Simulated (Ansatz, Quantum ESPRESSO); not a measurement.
# Gate doping of honeycomb AsN, 2 layers, AB stacking, part 2 of 7

Aim: where the induced charge goes and how the bands change when honeycomb AsN, 2 layers, AB stacking is doped by a gate.

Quantum ESPRESSO 7.5; plane-wave DFT, PBE, GBRV ultrasoft pseudopotentials; geometry by Ansatz 0.2.0 with PAW datasets.

So far: The structure; Relaxation with Ansatz.

### 3. Ground state: neutral sheet, no gate

The neutral sheet is the reference for densities and bands.

Level of this step: plane-wave DFT, PBE, GBRV ultrasoft pseudopotentials (Quantum ESPRESSO 7.5).

File g0.in:

```
&control
  prefix = 'g0'
  outdir = './out'
  pseudo_dir = './pseudo'
  calculation = 'scf'
  tprnfor = .true.
  tefield = .true.
  dipfield = .true.
/
&system
  ibrav = 0
  nat = 4
  ntyp = 2
  ecutwfc = 40
  ecutrho = 200
  occupations = 'smearing'
  smearing = 'fd'
  degauss = 0.004
  edir = 3
  emaxpos = 0.200922
  eopreg = 0.01
  eamp = 0.0
  nbnd = 16
/
&electrons
  conv_thr = 1e-07
  mixing_beta = 0.4
  electron_maxstep = 120
  mixing_mode = 'local-TF'
/
ATOMIC_SPECIES
  N   14.0070  n_pbe_v1.2.uspp.F.UPF
  As  74.9216  as_pbe_v1.uspp.F.UPF
CELL_PARAMETERS angstrom
  2.95552558194245 -0.00000000000000 -0.00000000000000
  -1.47776279097123 2.55956023549695 -0.00000000000000
  -0.00000000000000 -0.00000000000000 27.24000000000000
ATOMIC_POSITIONS crystal
  N   0.666666666667 0.333333333333 0.406604666595
  As  0.333333333333 0.666666666667 0.441457616369
  N   -0.000000000000 -0.000000000000 0.558430446622
  As  0.666666666667 0.333333333333 0.593507270414
K_POINTS automatic
  12 12 1 0 0 0
```

The run is started by

```
OMP_NUM_THREADS=1 mpirun -n 4 pw.x -nk 4 -in g0.in > g0.out
```

Log:

```text
Program PWSCF v.7.5 starts
[citation notice left out]

     Parallel version (MPI & OpenMP), running on       4 processor cores
     Number of MPI processes:                 4
     Threads/MPI process:                     1

     MPI processes distributed on     1 nodes
[...]
Current dimensions of program PWSCF are:
     Max number of different atomic species (ntypx) = 10
     Max number of k-points (npk) =  40000
     Max angular momentum in pseudopotentials (lmaxx) =  4
     Presently no symmetry can be used with electric field

     K-points division:     npool     =       4
     Subspace diagonalization in iterative solution of the eigenvalue problem:
     a serial algorithm will be used

     G-vector sticks info
     --------------------
     sticks:   dense  smooth     PW     G-vecs:    dense   smooth      PW
     Sum         433     349    121                66579    47643    9819

     Using Slab Decomposition

     bravais-lattice index     =            0
     lattice parameter (alat)  =       5.5851  a.u.
     unit-cell volume          =    1390.6050 (a.u.)^3
     number of atoms/cell      =            4
     number of atomic types    =            2
     number of electrons       =        20.00
     number of Kohn-Sham states=           16
     kinetic-energy cutoff     =      40.0000  Ry
     charge density cutoff     =     200.0000  Ry
     scf convergence threshold =      1.0E-07
     mixing beta               =       0.4000
     number of iterations used =            8  local-TF  mixing
     Exchange-correlation= SLA  PW   PBE  PBE
                           (   1   4   3   4   0   0   0)

     celldm(1)=   5.585134  celldm(2)=   0.000000  celldm(3)=   0.000000
     celldm(4)=   0.000000  celldm(5)=   0.000000  celldm(6)=   0.000000

     crystal axes: (cart. coord. in units of alat)
               a(1) = (   1.000000  -0.000000  -0.000000 )
               a(2) = (  -0.500000   0.866025  -0.000000 )
               a(3) = (  -0.000000  -0.000000   9.216635 )

     reciprocal axes: (cart. coord. in units 2 pi/alat)
               b(1) = (  1.000000  0.577350  0.000000 )
               b(2) = (  0.000000  1.154701  0.000000 )
               b(3) = (  0.000000  0.000000  0.108499 )

     PseudoPot. # 1 for N  read from file:
     ./pseudo/n_pbe_v1.2.uspp.F.UPF
     Pseudo is Ultrasoft + core correction, Zval =  5.0
     Generated by new atomic code, or converted to UPF format
     Using radial grid of  729 points,  4 beta functions with:
                l(1) =   0
                l(2) =   0
                l(3) =   1
                l(4) =   1
     Q(r) pseudized with  8 coefficients,  rinner =    0.900   0.900   0.900

     PseudoPot. # 2 for As read from file:
     ./pseudo/as_pbe_v1.uspp.F.UPF
     Pseudo is Ultrasoft + core correction, Zval =  5.0
     Generated by new atomic code, or converted to UPF format
     Using radial grid of  875 points,  6 beta functions with:
                l(1) =   0
                l(2) =   0
                l(3) =   1
                l(4) =   1
                l(5) =   2
                l(6) =   2
     Q(r) pseudized with  8 coefficients,  rinner =    1.300   1.300   1.300
                                                       1.300   1.300

     atomic species   valence    mass     pseudopotential
     N                 5.00    14.00700     N ( 1.00)
     As                5.00    74.92160     As( 1.00)

     No symmetry found

   Cartesian axes

     site n.     atom                  positions (alat units)
         1        N      tau(   1) = (   0.5000000   0.2886751   3.7475267  )
         2        As     tau(   2) = (  -0.0000000   0.5773503   4.0687536  )
         3        N      tau(   3) = (   0.0000000   0.0000000   5.1468495  )
         4        As     tau(   4) = (   0.5000000   0.2886751   5.4701398  )

     number of k points=    74  Fermi-Dirac smearing, width (Ry)=  0.0040
                       cart. coord. in units 2pi/alat
        k(    1) = (   0.0000000   0.0000000   0.0000000), wk =   0.0138889
        k(    2) = (   0.0000000   0.0962250   0.0000000), wk =   0.0277778
        k(    3) = (   0.0000000   0.1924501   0.0000000), wk =   0.0277778
        k(    4) = (   0.0000000   0.2886751   0.0000000), wk =   0.0277778
        k(    5) = (   0.0000000   0.3849002   0.0000000), wk =   0.0277778
        k(    6) = (   0.0000000   0.4811252   0.0000000), wk =   0.0277778
        k(    7) = (   0.0000000  -0.5773503   0.0000000), wk =   0.0138889
        k(    8) = (   0.0833333   0.0481125   0.0000000), wk =   0.0277778
        k(    9) = (   0.0833333   0.1443376   0.0000000), wk =   0.0277778
        k(   10) = (   0.0833333   0.2405626   0.0000000), wk =   0.0277778
[...]
k(   74) = (  -0.5000000  -0.8660254   0.0000000), wk =   0.0138889

     Dense  grid:    66579 G-vectors     FFT dimensions: (  25,  25, 240)

     Smooth grid:    47643 G-vectors     FFT dimensions: (  24,  24, 216)

     Estimated max dynamical RAM per process >     124.63 MB

     Estimated total dynamical RAM >     449.78 MB

     Initial potential from superposition of free atoms

     starting charge      19.9995, renormalised to      20.0000

     negative rho (up, down):  1.472E-04 0.000E+00

     Adding external electric field

     Computed dipole along edir(3) :
        Dipole                0.0004 Ry au,          0.0011 Debye
        Dipole field          0.0000 Ry au,

        Potential amp.       -0.0004 Ry
        Total length         50.9614 bohr

     Starting wfcs are   16 randomized atomic wfcs

     total cpu time spent up to now is        1.2 secs

     per-process dynamical memory:    66.7 Mb

     Self-consistent Calculation

     iteration #  1     ecut=    40.00 Ry     beta= 0.40
     Davidson diagonalization with overlap
     ethr =  1.00E-02,  avg # of iterations =  2.3

     negative rho (up, down):  1.255E-04 0.000E+00

     Adding external electric field

     Computed dipole along edir(3) :
        Dipole                0.0024 Ry au,          0.0060 Debye
        Dipole field          0.0000 Ry au,

        Potential amp.       -0.0022 Ry
        Total length         50.9614 bohr

     total cpu time spent up to now is        4.4 secs

     total energy              =    -120.59226858 Ry
     estimated scf accuracy    <       1.35667229 Ry

     iteration #  2     ecut=    40.00 Ry     beta= 0.40
[...]
negative rho (up, down):  7.277E-04 0.000E+00

[...]
total energy              =    -120.62474850 Ry
     estimated scf accuracy    <       0.00266104 Ry

     iteration #  7     ecut=    40.00 Ry     beta= 0.40
[...]
c_bands:  2 eigenvalues not converged
[...]
negative rho (up, down):  2.700E-03 0.000E+00

[...]
Dipole                0.2448 Ry au,          0.6223 Debye
[...]
total energy              =    -120.62494860 Ry
     estimated scf accuracy    <       0.00066186 Ry

     iteration #  8     ecut=    40.00 Ry     beta= 0.40
[...]
c_bands:  1 eigenvalues not converged
     c_bands:  1 eigenvalues not converged
[...]
negative rho (up, down):  1.849E-03 0.000E+00

[...]
Dipole                0.2716 Ry au,          0.6904 Debye
[...]
total energy              =    -120.62488568 Ry
     estimated scf accuracy    <       0.00069455 Ry

     iteration #  9     ecut=    40.00 Ry     beta= 0.40
[...]
negative rho (up, down):  1.126E-03 0.000E+00

[...]
Dipole                0.2738 Ry au,          0.6960 Debye
[...]
total energy              =    -120.62491863 Ry
     estimated scf accuracy    <       0.00006191 Ry

     iteration # 10     ecut=    40.00 Ry     beta= 0.40
[...]
negative rho (up, down):  6.153E-04 0.000E+00

[...]
Dipole                0.2567 Ry au,          0.6525 Debye
[...]
total energy              =    -120.62492110 Ry
     estimated scf accuracy    <       0.00002505 Ry

     iteration # 11     ecut=    40.00 Ry     beta= 0.40
[...]
c_bands:  1 eigenvalues not converged
[...]
negative rho (up, down):  4.046E-04 0.000E+00

[...]
Dipole                0.2575 Ry au,          0.6545 Debye
[...]
total energy              =    -120.62492786 Ry
     estimated scf accuracy    <       0.00004998 Ry

     iteration # 12     ecut=    40.00 Ry     beta= 0.40
[...]
negative rho (up, down):  3.462E-04 0.000E+00

[...]
Dipole                0.2575 Ry au,          0.6545 Debye
[...]
total energy              =    -120.62493011 Ry
     estimated scf accuracy    <       0.00000510 Ry

     iteration # 13     ecut=    40.00 Ry     beta= 0.40
[...]
negative rho (up, down):  3.581E-04 0.000E+00

[...]
Dipole                0.2569 Ry au,          0.6530 Debye
[...]
total energy              =    -120.62493173 Ry
     estimated scf accuracy    <       0.00000464 Ry

     iteration # 14     ecut=    40.00 Ry     beta= 0.40
[...]
negative rho (up, down):  3.593E-04 0.000E+00

[...]
Dipole                0.2559 Ry au,          0.6505 Debye
[...]
total energy              =    -120.62493142 Ry
     estimated scf accuracy    <       0.00000248 Ry

     iteration # 15     ecut=    40.00 Ry     beta= 0.40
[...]
negative rho (up, down):  3.649E-04 0.000E+00

[...]
Dipole                0.2570 Ry au,          0.6532 Debye
[...]
total energy              =    -120.62493171 Ry
     estimated scf accuracy    <       0.00000018 Ry

     iteration # 16     ecut=    40.00 Ry     beta= 0.40
[...]
negative rho (up, down):  3.698E-04 0.000E+00

[...]
Dipole                0.2567 Ry au,          0.6525 Debye
[...]
total energy              =    -120.62493178 Ry
     estimated scf accuracy    <       0.00000082 Ry

     iteration # 17     ecut=    40.00 Ry     beta= 0.40
[...]
negative rho (up, down):  4.013E-04 0.000E+00

[...]
Dipole                0.2577 Ry au,          0.6551 Debye
[...]
End of self-consistent calculation

          k = 0.0000 0.0000 0.0000 (  5995 PWs)   bands (ev):

   -20.8971 -19.4579 -10.8274  -9.2416  -4.5849  -4.5849  -3.6771  -3.1442
    -3.1442  -1.7320  -0.3536   1.4482   2.2872   2.6249   3.2205   3.4375

          k = 0.0000 0.0962 0.0000 (  5991 PWs)   bands (ev):

   -20.7712 -19.3319 -10.7590  -9.1834  -5.3468  -4.7481  -3.9105  -3.5407
    -3.3082  -1.6052   0.1642   1.9361   2.4488   2.7777   2.9706   3.3859

          k = 0.0000 0.1925 0.0000 (  5978 PWs)   bands (ev):

   -20.3992 -18.9595 -10.6350  -9.1008  -6.7329  -5.2891  -5.1547  -3.7166
    -3.3549  -1.4803   0.7299   2.1026   2.4245   3.0117   3.3020   3.8474

          k = 0.0000 0.2887 0.0000 (  5958 PWs)   bands (ev):

   -19.8018 -18.3614 -10.8506  -9.3883  -7.7546  -6.2570  -5.6397  -4.2034
    -3.2171  -1.5015   0.0878   1.5734   2.4014   3.7916   4.0786   4.2685

          k = 0.0000 0.3849 0.0000 (  5936 PWs)   bands (ev):

   -19.0335 -17.5919 -11.8480 -10.4050  -7.7690  -6.2031  -6.0661  -4.6312
    -3.3829  -1.8181  -0.6731   0.8268   2.6333   4.1267   4.3403   4.7617

          k = 0.0000 0.4811 0.0000 (  5918 PWs)   bands (ev):

   -18.2477 -16.8040 -13.0235 -11.5865  -7.1850  -6.3500  -5.6330  -4.9160
    -3.9812  -2.4151  -1.0509   0.5040   2.6094   4.1037   4.1914   5.6005

[...]
the Fermi energy is    -1.2406 ev

!    total energy              =    -120.62493179 Ry
     estimated scf accuracy    <       0.00000004 Ry
     smearing contrib. (-TS)   =      -0.00025492 Ry
     internal energy E=F+TS    =    -120.62467687 Ry

     The total energy is F=E-TS. E is the sum of the following terms:
     one-electron contribution =    -844.33309911 Ry
     hartree contribution      =     426.59999136 Ry
     xc contribution           =     -73.73450045 Ry
     ewald contribution        =     370.84233101 Ry
     electric field correction =       0.00060033 Ry

     convergence has been achieved in  17 iterations

     negative rho (up, down):  4.013E-04 0.000E+00

     Forces acting on atoms (cartesian axes, Ry/au):

     atom    1 type  1   force =     0.00000002    0.00000010   -0.01160515
     atom    2 type  2   force =    -0.00000003   -0.00000004    0.00656227
     atom    3 type  1   force =    -0.00000001    0.00000014   -0.00862714
     atom    4 type  2   force =     0.00000003   -0.00000020    0.01367002

     Total force =     0.020953     Total SCF correction =     0.000362

[...]
=------------------------------------------------------------------------------=
   JOB DONE.
=------------------------------------------------------------------------------=
[key lines of the parts left out:]
Dipole field          0.0023 Ry au,
```

Wall time 57 s (4 MPI ranks of Arm Neoverse V2, shared host); peak memory 0.62 GiB.

Numbers from this step:

| Item | Value |
| --- | --- |
| free energy | -1641.1858 eV |
| energy at zero smearing | -1641.1841 eV |
| Fermi energy | -1.241 eV |
| dipole along the normal | 0.1364 e·Å |
| valence top, on the run's zero | -1.447 eV |
| conduction bottom, on the run's zero | -1.127 eV |
| gap by band count | 0.3196 eV |

The run needed 17 iterations to bring the estimated error under 1e-07 Ry.

### 4. Density by pp.x

plot_num = 0 writes the valence density.

File g0.rho.in:

```
&inputpp
  prefix = 'g0'
  outdir = './out'
  filplot = 'g0.rho.dat'
  plot_num = 0
/
```

The run is started by

```
OMP_NUM_THREADS=1 mpirun -n 4 pp.x -in g0.rho.in > g0.rho.out
```

Log:

```text
[banner, memory and clock lines left out]
Program POST-PROC v.7.5 starts

          URL

     ./out/g0.save/

     IMPORTANT: XC functional enforced from input :
     Exchange-correlation= PBE
                           (   1   4   3   4   0   0   0)
     Any further DFT definition will be discarded
     Please, verify this is what you really want

     negative rho (up, down):  4.013E-04 0.000E+00

     Adding external electric field

     Computed dipole along edir(3) :
        Dipole                0.2577 Ry au,          0.6551 Debye
        Dipole field          0.0023 Ry au,

        Potential amp.       -0.2374 Ry
        Total length         50.9614 bohr

     Calling punch_plot, plot_num =   0
     Writing data to file  g0.rho.dat
     Message from routine chdens:
     namelist plot not found or invalid, exiting
```

Run time: 0.84 s. Hardware: 4 MPI ranks; peak memory 0.09 GiB; 3 s of CPU time.

Read from the output:

- electrons by integration: 20.00 e

Mean over planes. Valence density, planar mean against z:

| z (Å) | valence density, planar mean (e/Å³) |
| --- | --- |
| 8 | 7.3e-5 |
| 9 | 0.00173 |
| 10 | 0.0519 |
| 11 | 0.723 |
| 12 | 0.404 |
| 13 | 0.162 |
| 14 | 0.0442 |
| 15 | 0.653 |
| 16 | 0.427 |
| 17 | 0.214 |
| 18 | 0.0173 |
| 19 | 0.00108 |
| 20 | 7.5e-5 |

Valence density in the ca plane at fractional y = 0.333, with atoms of N and As within 0.2 Å of it. It is the smooth field of the valence electrons, not physical close to the nuclei.

Values in e/Å³, 5 rows by 16 columns, each cell a mean:
```
0.0 0.0 0.0 0.0 0.0 0.0 0.1 1.3 0.8 0.1 0.0 0.2 0.4 0.4 0.1 0.0
0.0 0.0 0.0 0.0 0.0 0.0 0.2 2.7 1.2 0.1 0.0 0.1 0.6 0.6 0.1 0.0
0.0 0.0 0.0 0.0 0.0 0.0 0.1 1.2 0.7 0.1 0.0 0.2 0.4 0.4 0.1 0.0
0.0 0.0 0.0 0.0 0.0 0.0 0.0 0.2 0.4 0.2 0.1 0.3 0.4 0.2 0.0 0.0
0.0 0.0 0.0 0.0 0.0 0.0 0.0 0.2 0.4 0.2 0.1 0.3 0.5 0.2 0.0 0.0
```
Columns run along c (16.0 Å, from fractional 0.13 to 0.72 of the cell), rows up along a (3.0 Å). Atoms in or near the plane, at fractional coordinates: N at (0.41, 0.67), As at (0.59, 0.67).

### 5. Electrostatic potential

The neutral sheet's potential is written as the reference.

File g0.pot.in:

```
&inputpp
  prefix = 'g0'
  outdir = './out'
  filplot = 'g0.pot.dat'
  plot_num = 11
/
```

The run is started by

```
OMP_NUM_THREADS=1 mpirun -n 4 pp.x -in g0.pot.in > g0.pot.out
```

It took 0.83 s on 4 MPI ranks; peak memory 0.1 GiB.

(Continued in part 3 of 7.)

[Logs are printed without paths, hosts, clocks, repeated set-up lines and the standing remarks that a program may print on its own settings, such as how far it seeks lower states.]

[Hosts, paths, dates, database ids (printed as entryN), source tags and the programs' standing remarks are cut or masked in the printed files.]

[Maps of the electrostatic potential energy from Ansatz leave out the sawtooth potential of an applied field or a dipole correction, so their vacuum need not be flat; planar profiles and work functions include it.]
